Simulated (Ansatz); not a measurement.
# NaVSe3 (model cell, started as cubic perovskite with V in the octahedra): a soft mode frozen in

Aim: this structure of NaVSe3 (model cell, started as cubic perovskite with V in the octahedra) is to be tested for unstable modes, and one is followed downhill.

Calculated with Ansatz 0.2.0; DFT PBE, scalar-relativistic, plane waves, PAW.

The structure was built from a prototype and need not be the compound's stable phase.

**1. Starting point**

It takes space group Pm-3m (No. 221, cubic). The conventional cell has a = 4.899 Å, b = 4.899 Å, c = 4.899 Å, α = 90.00°, β = 90.00°, γ = 90.00°. Na has 12 Se at 3.46 Å nearest. Nearest to V lie 6 Se at 2.45 Å. Nearest to Se lie 2 V at 2.45 Å and 4 Na at 3.46 Å. Farther neighbours and most contacts between anions are not listed.

**2. Response at finite wavevector**

The cell comes from relaxations at this level that are not shown. Stability and thermal properties need the whole zone. Linear response on a 2×2×2 q mesh gives force constants as far as a supercell of that size would.

Input file input.yaml:

```yaml
crystal:
  lattice:
    - [4.8990130555, 0.0, 0.0]
    - [0.0, 4.8990130555, 0.0]
    - [0.0, 0.0, 4.8990130555]
  atoms:
    - { symbol: Na, position: [0.0, 0.0, 0.0] }
    - { symbol: V, position: [0.5, 0.5, 0.5] }
    - { symbol: Se, position: [0.5, 0.5, 0.0] }
    - { symbol: Se, position: [0.5, 0.0, 0.5] }
    - { symbol: Se, position: [0.0, 0.5, 0.5] }
kpoints:
  mp_grid: { grid: [6, 6, 6] }
hamiltonian:
  xc: pbe
scf:
  occupations: { method: methfessel_paxton, width: 0.15 }
output:
  eigenvalues: true
phonons:
  method: dfpt
  qmesh: [2, 2, 2]
  temperatures: { t_max: 1000, t_step: 50 }
  qpath:
    path:
      - [[0.0, 0.0, 0.0], [0.0, 0.5, 0.0], [0.5, 0.5, 0.0], [0.0, 0.0, 0.0], [0.5, 0.5, 0.5], [0.0, 0.5, 0.0]]
      - [[0.5, 0.5, 0.5], [0.5, 0.5, 0.0]]
    npoints: 10
```

On the command line:

```bash
> ansatz run input.yaml --threads 8 --pin off --max-ram 14336MiB --backend cpu --events-out ev --progress --plain --runs-dir out
```

Numbers of over 12 decimals in the logs are rounded to 6 here.

The log of the run:

```text
Engine: ansatz 0.2.0, aarch64-unknown-linux-gnu
Pseudopotentials: kind: paw
Pseudopotential: Na, paw, valence charge 9, recommended cutoff 420 eV (normal), Na.paw.azcp
Pseudopotential: V, paw, valence charge 13, recommended cutoff 420 eV (normal), V.paw.azcp
Pseudopotential: Se, paw, valence charge 16, recommended cutoff 420 eV (normal), Se.paw.azcp
Functional definition: PBE
  parameter kappa = 0.804
  parameter beta = 0.066725
  exchange = pbe_x(kappa = kappa, mu = beta*pi^2/3)
  correlation = pbe_c(beta = beta)
Crystal: 5 atoms, lattice volume = 117.578 Å³
Basis set: ecut = 420 eV, 2325 PW (Γ), exchange–correlation on 72×72×72 points (8 copies of the dense FFT grid, shifted against one another)
Bands: 42, of which v1, the nominal top of the filled ones, is band 35 counted from 1 (34 counted from 0)
Symmetry: 48 space group operations
k-points: 20 of 216
Non-local potential: Na, projectors of the file, l = 0: 3, l = 1: 2, l = 2: 1
Non-local potential: V, projectors of the file, l = 0: 3, l = 1: 2, l = 2: 3, l = 3: 1
Non-local potential: Se, projectors of the file, l = 0: 2, l = 1: 2, l = 2: 3, l = 3: 1
PAW form: soft (Blöchl's): semilocal exchange-correlation on the pseudo side does not see the compensation charge
PAW one-centre angular grid: Na, 110 points (default); XC on 64 Gauss nodes
PAW one-centre angular grid: V, 590 points (default); XC on 64 Gauss nodes
PAW one-centre angular grid: Se, 590 points (default); XC on 64 Gauss nodes
Initial density: superposition of atomic densities (neutral atoms: chi_scale 0, normalization atom), corrected by the library's trained network
Initial wavefunctions: pseudopotential atomic-orbital guess
Functional: x = pbe(κ = 0.804, μ = 0.219515), c = pbe(β = 0.066725)
SCF iter   1: F=—  HF=-20808.359878 eV  |F-HF|=—  |Δ(HF+E_count)|=         —  Δρ=5.90e-3  dr2=7.25e-2  ethr=1.77e-3  ⟨swp⟩=5.7  Hψ=2921  notcnv=0
preconditioner: auto → LDOS  [metal: Δε(μ)=0.007 eV  Ē_g=7.420 eV  σ=0.150 eV  W_gap=0.04  n_scr=26 (ndim 8)  ℏωp=16.8 eV  f_vac=0.121  D(μ)=7.97/eV (n_scr^D=80)  β→1.0]
SCF iter   2: F=—  HF=-20808.357994 eV  |F-HF|=—  |Δ(HF+E_count)|=   1.88e-3  S|Δr|=    0.00e0  Δρ=1.95e-3  dr2=5.30e-3  ethr=1.04e-4  ⟨swp⟩=1.1  Hψ=1003  notcnv=0
SCF iter   3: F=—  HF=-20808.358125 eV  |F-HF|=—  |Δ(HF+E_count)|=   1.31e-4  S|Δr|=    0.00e0  Δρ=8.55e-4  dr2=7.70e-4  ethr=7.57e-6  ⟨swp⟩=2.0  Hψ=1139  notcnv=0
SCF iter   4: F=—  HF=-20808.358057 eV  |F-HF|=—  |Δ(HF+E_count)|=   6.80e-5  S|Δr|=    0.00e0  Δρ=1.27e-4  dr2=2.42e-5  ethr=1.10e-6  ⟨swp⟩=1.5  Hψ=856  notcnv=0
SCF iter   5: F=—  HF=-20808.358059 eV  |F-HF|=—  |Δ(HF+E_count)|=   1.84e-6  S|Δr|=    0.00e0  Δρ=4.98e-5  dr2=4.68e-6  ethr=3.46e-8  ⟨swp⟩=2.0  Hψ=1160  notcnv=0
SCF iter   6: F=—  HF=-20808.358061 eV  |F-HF|=—  |Δ(HF+E_count)|=   2.66e-6  S|Δr|=    0.00e0  Δρ=1.55e-5  dr2=5.92e-7  ethr=6.68e-9  ⟨swp⟩=2.1  Hψ=1476  notcnv=0
SCF iter   7: F=—  HF=-20808.358061 eV  |F-HF|=—  |Δ(HF+E_count)|=   1.02e-7  S|Δr|=    0.00e0  Δρ=3.23e-6  dr2=1.25e-8  ethr=8.45e-10  ⟨swp⟩=2.2  Hψ=1549  notcnv=0
SCF iter   8: F=—  HF=-20808.358061 eV  |F-HF|=—  |Δ(HF+E_count)|=   2.41e-9  S|Δr|=    0.00e0  Δρ=3.46e-6  dr2=2.08e-8  ethr=1.79e-11  ⟨swp⟩=2.0  Hψ=1089  notcnv=0
SCF iter   9: F=—  HF=-20808.358061 eV  |F-HF|=—  |Δ(HF+E_count)|=  9.02e-10  S|Δr|=    0.00e0  Δρ=3.43e-7  dr2=2.28e-10  ethr=1.79e-11  ⟨swp⟩=1.3  Hψ=846  notcnv=0
SCF iter  10: F=-20808.358061 eV  HF=-20808.358061 eV  |F-HF|=7.28e-12  |Δ(HF+E_count)|=    0.00e0  S|Δr|=    0.00e0  Δρ=1.40e-8  dr2=1.57e-13  ethr=1.00e-12  ⟨swp⟩=4.5  Hψ=3588  notcnv=0
SCF 1 converged in 10 iterations: F = -20808.358061 eV  dr2 = 1.57e-13
  greatest PAW one-centre occupation: 1.000 electrons in one spin orbital (limit 2), on the Se atom at site 2 (counted from 0), in its partial waves of l = 2
Initial density: read from a saved state, or passed on in memory by an earlier SCF of this step, an earlier step, the calling program or the single point that the run made first
iter 1 solved again at ethr=2.65e-7 eV; its pass at ethr=3.10e-3 eV (dr2=1.86e-4 eV) is discarded
SCF iter   1: F=—  HF=-20808.358066 eV  |F-HF|=—  |Δ(HF+E_count)|=         —  Δρ=5.83e-7  dr2=1.49e-10  ethr=2.65e-7  ⟨swp⟩=3.0  Hψ=4745  notcnv=0
eigensolver tolerance schedule: the retry pair's looser diagonalisation over-reported the residual by 1244441.38 of it (diagonalisation noise at an unbounded share of the residual, at the tolerance the schedule requests for it); recorded, not acted on — ethr = c·dr2/N_el stays at c = 1.0e-1
preconditioner: auto → LDOS  [metal: Δε(μ)=0.005 eV  Ē_g=7.409 eV  σ=0.150 eV  W_gap=0.03  n_scr=26 (ndim 8)  ℏωp=16.8 eV  f_vac=0.119  D(μ)=8.37/eV (n_scr^D=80)  β→1.0]
SCF iter   2: F=—  HF=-20808.358061 eV  |F-HF|=—  |Δ(HF+E_count)|=   4.23e-6  S|Δr|=    0.00e0  Δρ=5.90e-7  dr2=1.61e-10  ethr=1.00e-12  ⟨swp⟩=3.8  Hψ=2293  notcnv=0
SCF iter   3: F=—  HF=-20808.358061 eV  |F-HF|=—  |Δ(HF+E_count)|=  4.73e-11  S|Δr|=    0.00e0  Δρ=3.08e-7  dr2=3.72e-11  ethr=1.00e-12  ⟨swp⟩=2.0  Hψ=1483  notcnv=0
SCF iter   4: F=—  HF=-20808.358061 eV  |F-HF|=—  |Δ(HF+E_count)|=    0.00e0  S|Δr|=    0.00e0  Δρ=2.27e-7  dr2=2.10e-11  ethr=1.00e-12  ⟨swp⟩=1.0  Hψ=840  notcnv=0
SCF iter   5: F=-20808.358061 eV  HF=-20808.358061 eV  |F-HF|=7.28e-12  |Δ(HF+E_count)|=  3.64e-12  S|Δr|=    0.00e0  Δρ=1.30e-7  dr2=7.31e-12  ethr=1.00e-12  ⟨swp⟩=1.2  Hψ=1790  notcnv=0
SCF 2 converged in 5 iterations: F = -20808.358061 eV  dr2 = 7.31e-12
  greatest PAW one-centre occupation: 1.000 electrons in one spin orbital (limit 2), on the Se atom at site 4 (counted from 0), in its partial waves of l = 2
phonons: the bands overlap, so this run is a metal and interpolates without the dipole-dipole term. If the crystal is really an insulator or semiconductor, its LO-TO splitting is missing
NSCF: frozen V_eff on 20 k-points
WARN: eigensolver did not converge in 2 slots of this pass, the one above among them; of largest residual over every band (k=4): 1 band(s) unlocked (lowest unlocked band 41, counted from 0; max residual 2.67e-4 eV among the unlocked bands, 2.67e-4 eV over every band); of lowest unlocked band (k=4): band 41
NSCF: frozen V_eff on 64 k-points
DFPT response loops at q = (0, 0, 0) (fractional): preconditioner auto → Kerker (q_TF=auto, 2.502 Å⁻¹) (partly filled bands, converged f_vac=0.119); β = 1.00, the filter's whole step (`scf.mixing.beta` (0.50) is not read by the response loops under this deck's `scf.mixing.preconditioner`; to damp them name `kerker` or `kerker_dos`, under which they read `scf.mixing.beta`, and type it under 1.00, their step now; both keys bind the ground state too); Broyden in place of MSR1
NSCF: frozen V_eff on 128 k-points
DFPT response loops at q = (0, 0, -0.5) (fractional): mixed as the last ones told, above
NSCF: frozen V_eff on 128 k-points
DFPT response loops at q = (0, -0.5, -0.5) (fractional): mixed as the last ones told, above
NSCF: frozen V_eff on 128 k-points
DFPT response loops at q = (-0.5, -0.5, -0.5) (fractional): mixed as the last ones told, above
SCF converged after 10 iterations
Stability not checked: this state was not tested for a lower state beside it, because cold or Methfessel-Paxton smearing, or corrected tetrahedra, fill the levels in a way that the test cannot read (fill_not_monotonic; see scf.lower_state_search)
Free energy (F): -20808.358061 eV
Harris-Foulkes:  -20808.358061 eV  (|F-HF|=7.28e-12)
Internal energy: -20808.341253 eV  (E = F + TS)
E sigma→0 (E₀):  -20808.353859 eV
Entropy (-TS):   -0.016808 eV (-3.362 meV/atom)
Fermi energy:    7.540076 eV
Step filling:    the computed levels leave a gap of 0.0032 eV = 0.0 smearing widths at the electron count; against every level under it full and every level over it empty, smearing changes F+E_penalty+E_count by -11.479 meV and its σ→0 estimate by -7.277 meV
--- Per-component energies (eV) ---
  E_band       = -1637.040991
  E_kinetic    = 811.806228
  E_local      = -10477.733814  (includes V_loc(G=0)·N_el)
  E_nonlocal   = -1718.919403
  E_hartree    = 4918.267677
  E_xc         = -481.589583
  E_vxc        = -509.343876  (∫ρ·V_xc dr)
  E_paw        = -7108.908111  (= ΣΔE_a)
  E_vpaw       = 420.616005  (= ΣTr[D̂ρ^β])
  E_aug_tail   = -0.001485  (compensation charges beyond the density's cutoff)
  E_ewald      = -6751.262762
  E_smearing   = -0.016808  (= −TS)
  E_closure    = -0.000000  (closes the sum)
  Σ components = -20808.358061   (vs F -20808.358061, Δ=0.00e0)
--- Band table (eV; the first three rows and the last of 20) ---
  k-point 0: bands = [... 31 lower, 6.4845, 6.6704, 6.6704, 6.6704, 7.3001, 7.3001, 7.3001, 7.7458, ... 3 higher]
  k-point 1: bands = [... 31 lower, 6.2824, 6.3174, 6.6768, 6.9563, 6.9563, 7.6627, 7.6627, 7.7518, ... 3 higher]
  k-point 2: bands = [... 31 lower, 5.2188, 6.0232, 6.6896, 7.0219, 7.0219, 7.7597, 8.1725, 8.1725, ... 3 higher]
  k-point 19: bands = [... 31 lower, 3.7513, 8.0645, 8.0645, 8.0645, 8.1941, 8.1941, 8.1941, 9.7299, ... 3 higher]
--- Phonons (Γ-DFPT): 4 representative perturbations + reference (Σ response iterations 12) ---
  ASR residual: 3.770e-5 → 0.000e0 eV/Å²; symmetrization residual: 6.735e-6 eV/Å²
  ASR residual per site (eV/Å²): 3.77e-5 9.28e-6 1.64e-5 1.64e-5 1.64e-5
  Γ frequencies (cm⁻¹): -143.71 -143.71 -143.71 -26.97 -26.97 -26.97 0.00 0.00 0.00 34.50 34.50 34.50 198.53 198.53 198.53
--- Phonons (arbitrary-q DFPT): 4 irreducible q on the 2×2×2 mesh ---
  q = [0.0000, 0.0000, 0.0000] (star 1, of the zone-centre solve; hermiticity 1.65e-6, symmetrization 1.32e-11): -143.71 -143.71 -143.71 -26.97 -26.97 -26.97 -0.00 0.00 0.00 34.50 34.50 34.50 198.53 198.53 198.53
  q = [0.0000, 0.0000, -0.5000] (star 3, 9 solved perturbations in 504 linear systems a pass and spin channel, the states on 64 of 216 k-point pairs; hermiticity 7.55e-7, symmetrization 2.91e-12): -128.80 -128.80 -11.34 -11.34 31.97 33.17 33.17 40.44 45.11 77.75 77.75 110.09 190.09 190.09 204.56
  q = [0.0000, -0.5000, -0.5000] (star 3, 9 solved perturbations in 504 linear systems a pass and spin channel, the states on 64 of 216 k-point pairs; hermiticity 7.03e-7, symmetrization 2.96e-12): -107.17 -69.47 -61.59 -50.03 -50.03 33.61 45.83 45.83 78.09 78.09 120.90 129.73 129.73 180.91 227.83
  q = [-0.5000, -0.5000, -0.5000] (star 1, 4 solved perturbations in 184 linear systems a pass and spin channel, the states on 64 of 216 k-point pairs; hermiticity 2.88e-7, symmetrization 1.14e-11): -146.43 -146.43 -60.73 -60.73 -60.73 39.29 39.29 39.29 117.06 117.06 117.06 122.19 122.19 122.19 249.25
  sum rule: each row above includes the acoustic sum rule's correction from the zone centre's row sums; it moved no ω² by more than (0.67 cm⁻¹)²
  mesh force constants: q→R imaginary residual 3.98e-18; ASR residual 3.770e-5 → 0.000e0 eV/Å²; symmetrization residual 9.770e-15 eV/Å²
  interpolated dispersion: 62 rows × 15 modes
  density of states and harmonic sums: on the 14×14×14 q-mesh, interpolated from the force constants of a 2×2×2 supercell (no non-analytic term)
  largest difference from the sums on the solved wave vectors: F 5.02e-2 eV, S 7.97e-5 and C_V 2.92e-5 eV/K
  zero-point energy: 0.060153 eV/cell   skipped modes (ω ≤ 0): 655, of them read as no rigid motion or as one in doubt: 652 (5.464e0 modes/cell left out, lowest -146.43 cm⁻¹)   left out of the sums: 3.64e-1 of the cell's modes: C_V's classical limit lies that fraction below 3 k_B per atom; for a crystal, a wire or a layer, F and S can be off by more, and a phonons.interpolated_qmesh denser along its periods is the remedy for the sampling
```

Run time: 6.6 min. Hardware: 8 threads of Arm Neoverse N1, shared host; peak memory 1.4 GiB; 28 min of CPU time.

In the SCF lines HF is the Harris–Foulkes energy and dr2 the Hartree energy of the density residual, in eV; the loop may stop once dr2 is under the threshold and the program's other checks hold. Hψ counts applications of the Hamiltonian.

This run has no spin polarisation, although V can carry a moment.

This step gave:

- volume per atom: 23.52 Å³
- gap on the k-mesh: 0 eV
- sum-rule residual before enforcement: 3.77e-5 eV/Å²
- lowest frequency on the path: -146.4 cm⁻¹
- point group: m-3m
- highest frequency on the path or at a solved wavevector: 249.6 cm⁻¹
- highest optical mode at the zone centre (no LO-TO term): 198.5 cm⁻¹
- lowest optical zone-centre mode: -143.7 cm⁻¹
- lowest mode on the q mesh (acoustic modes at Γ apart): -146.4 cm⁻¹

Frequencies (cm⁻¹) solved at each irreducible wavevector; negative means imaginary. Frequencies by wavevector, by row:

```
q in reciprocal lattice units  star  mode 1  mode 2  mode 3  mode 4  mode 13  mode 14  mode 15
                        0 0 0     1  -143.7  -143.7  -143.7     -27    198.5    198.5    198.5
                     0 0 -0.5     3  -128.8  -128.8   -11.3   -11.3    190.1    190.1    204.6
                  0 -0.5 -0.5     3  -107.2   -69.5   -61.6     -50    129.7    180.9    227.8
               -0.5 -0.5 -0.5     1  -146.4  -146.4   -60.7   -60.7    122.2    122.2    249.2
```

Interpolated from a 2×2×2 q mesh. Phonon branches along the path, in cm⁻¹:

```
    point  branch 1  branch 2  branch 3  branch 4  branch 12  branch 13  branch 14  branch 15
        Γ      -144      -144      -144       -27         34        198        198        198
  halfway      -136      -136       -90       -14         73        195        195        201
        X      -129      -129       -11       -11        110        190        190        205
  halfway      -117       -84       -45       -39        122        128        186        226
        M      -107       -70       -62       -50        130        130        181        228
  halfway      -126       -88       -85       -43         96        158        191        220
        Γ      -144      -144      -144       -27         34        198        198        198
  halfway       -77       -77       -77       -49        105        146        146        238
        R      -146      -146       -61       -61        122        122        122        249
  halfway       -80       -66       -56       -46        116        125        129        244
        X      -129      -129       -11       -11        110        190        190        205
jump to R      -146      -146       -61       -61        122        122        122        249
  halfway      -115       -81       -61       -43        122        126        126        248
        M      -107       -70       -62       -50        130        130        181        228
```

Symmetry leaves 4 wavevectors to solve. The lowest mode among them, the acoustic zeros apart, lies at q = (-0.5, -0.5, -0.5) and is imaginary, 146.4i cm⁻¹, so the energy falls along it.

**3. The mode frozen in, largest atomic shift 0 Å**

The mode followed lies at Γ with frequency 143.7i cm⁻¹ and is 3-fold degenerate, one of the unstable modes though not the softest. At small amplitude the distorted cell has space group no. 99 by a symmetry search on the positions. The undistorted cell that holds it gives the zero of energy on the same k mesh.

input.yaml, the sections that differ from step 2:

```yaml
output:
  forces: true
  stress: true
  eigenvalues: true
# crystal, kpoints, hamiltonian, scf: as in step 2
# phonons: removed
```

The log of the run:

```text
[...]
Crystal: 5 atoms, lattice volume = 117.578 Å³
Basis set: ecut = 420 eV, 2325 PW (Γ), exchange–correlation on 72×72×72 points (8 copies of the dense FFT grid, shifted against one another)
Bands: 42, of which v1, the nominal top of the filled ones, is band 35 counted from 1 (34 counted from 0)
Symmetry: 48 space group operations
[...]
k-points: 20 of 216
[...]
k-point 0: bands = [... 31 lower, 6.4846, 6.6705, 6.6705, 6.6705, 7.3001, 7.3001, 7.3001, 7.7458, ... 3 higher]
  k-point 1: bands = [... 31 lower, 6.2825, 6.3174, 6.6768, 6.9563, 6.9563, 7.6627, 7.6627, 7.7518, ... 3 higher]
  k-point 2: bands = [... 31 lower, 5.2189, 6.0232, 6.6896, 7.0219, 7.0219, 7.7597, 8.1725, 8.1725, ... 3 higher]
  k-point 19: bands = [... 31 lower, 3.7513, 8.0645, 8.0645, 8.0645, 8.1942, 8.1942, 8.1942, 9.7298, ... 3 higher]
[key lines of the parts left out:]
SCF converged after 7 iterations
Free energy (F): -20808.358061 eV
Fermi energy:    7.540100 eV
P = ⅓ Tr σ = -0.0014 GPa (-0.014 kbar)
```

Run time: 1.8 s. Hardware: 8 threads; peak memory 0.58 GiB.

Numbers from this step:

- pressure: -0.001436 GPa
- energy from the undistorted cell: 0 meV/atom

The run ends at a pressure of 0.00 GPa.

**4. The mode frozen in, largest atomic shift 0.32 Å**

The atoms are moved along the unstable eigenvector, the largest shift by 0.32 Å, with the cell fixed.

input.yaml, the sections that differ from step 3:

```yaml
crystal:
  lattice:
    - [4.8990130555, 0.0, 0.0]
    - [0.0, 4.8990130555, 0.0]
    - [0.0, 0.0, 4.8990130555]
  atoms:
    - { symbol: Na, position: [0.0, 0.0011609608, 0.0] }
    - { symbol: V, position: [0.5, 0.4346807211, 0.5] }
    - { symbol: Se, position: [0.5, 0.5217058985, 0.0] }
    - { symbol: Se, position: [0.5, -0.001614532, 0.5] }
    - { symbol: Se, position: [0.0, 0.5217058985, 0.5] }
# kpoints, hamiltonian, scf, output: as in step 3
```

The log of the run:

```text
[...]
Crystal: 5 atoms, lattice volume = 117.578 Å³
Basis set: ecut = 420 eV, 2325 PW (Γ), exchange–correlation on 72×72×72 points (8 copies of the dense FFT grid, shifted against one another)
Bands: 42, of which v1, the nominal top of the filled ones, is band 35 counted from 1 (34 counted from 0)
Symmetry: 8 space group operations
[...]
k-points: 40 of 216 (time reversal used)
[...]
k-point 0: bands = [... 31 lower, 6.2042, 6.3854, 6.8662, 6.8662, 6.8835, 8.3490, 8.3490, 8.3902, ... 3 higher]
  k-point 1: bands = [... 31 lower, 6.0560, 6.1558, 6.3409, 6.7218, 7.5429, 7.6348, 8.3587, 8.6539, ... 3 higher]
  k-point 2: bands = [... 31 lower, 5.6295, 5.6461, 5.8929, 6.3781, 7.9576, 8.1487, 8.3821, 8.6831, ... 3 higher]
  k-point 39: bands = [... 31 lower, 4.1896, 7.7041, 7.7041, 8.1245, 8.1950, 8.3988, 8.3988, 9.8787, ... 3 higher]
[key lines of the parts left out:]
SCF converged after 7 iterations
Free energy (F): -20808.511154 eV
Fermi energy:    7.604515 eV
P = ⅓ Tr σ = 1.7268 GPa (17.268 kbar)
```

Run time: 4.6 s. Hardware: 8 threads; peak memory 0.57 GiB.

Numbers from this step:

```yaml
pressure: 1.727 GPa
energy_from_the_undistorted_cell: -31.14 meV/atom
```

The energy, extrapolated to zero smearing, is -31.14 meV/atom against the undistorted cell.

The run ends at a pressure of 1.73 GPa, with forces up to 1.4 eV/Å.

**5. Energy along the mode, all amplitudes (two of the runs are shown above)**

An imaginary frequency means negative curvature, so the energy should fall and then rise again as anharmonic terms take over.

Numbers from this step:

```yaml
depth_at_the_lowest_point_sampled: 31.14 meV/atom
largest_atomic_shift_at_that_point: 0.32 Å
```

The energy from the parent by largest atomic shift:

```
largest atomic shift (Å)  energy from the parent (meV/atom)
                   0.000                                  0
                   0.040                             -0.795
                   0.080                              -3.30
                   0.140                              -10.6
                   0.220                              -25.5
                   0.320                              -31.1
                   0.450                               9.89
```

Displacement at unit largest shift by atom:

```
atom  x (Å)  y (Å)  z (Å)  size
 Na1   0.00   0.02   0.00  0.02
  V2   0.00  -1.00   0.00  1.00
 Se3   0.00   0.33   0.00  0.33
 Se4   0.00  -0.03   0.00  0.03
 Se5   0.00   0.33   0.00  0.33
```

The lowest of the steps tried is at 0.32 Å, 31.1 meV/atom below the parent; the bottom of the well need not coincide with a step.

(Part 1 of 3 ends here.)

[Logs are printed without paths, hosts, clocks, repeated set-up lines and the standing remarks that a program may print on its own settings, such as how far it seeks lower states.]

[Hosts, paths, dates, database ids (printed as entryN), source tags and the programs' standing remarks are cut or masked in the printed files.]
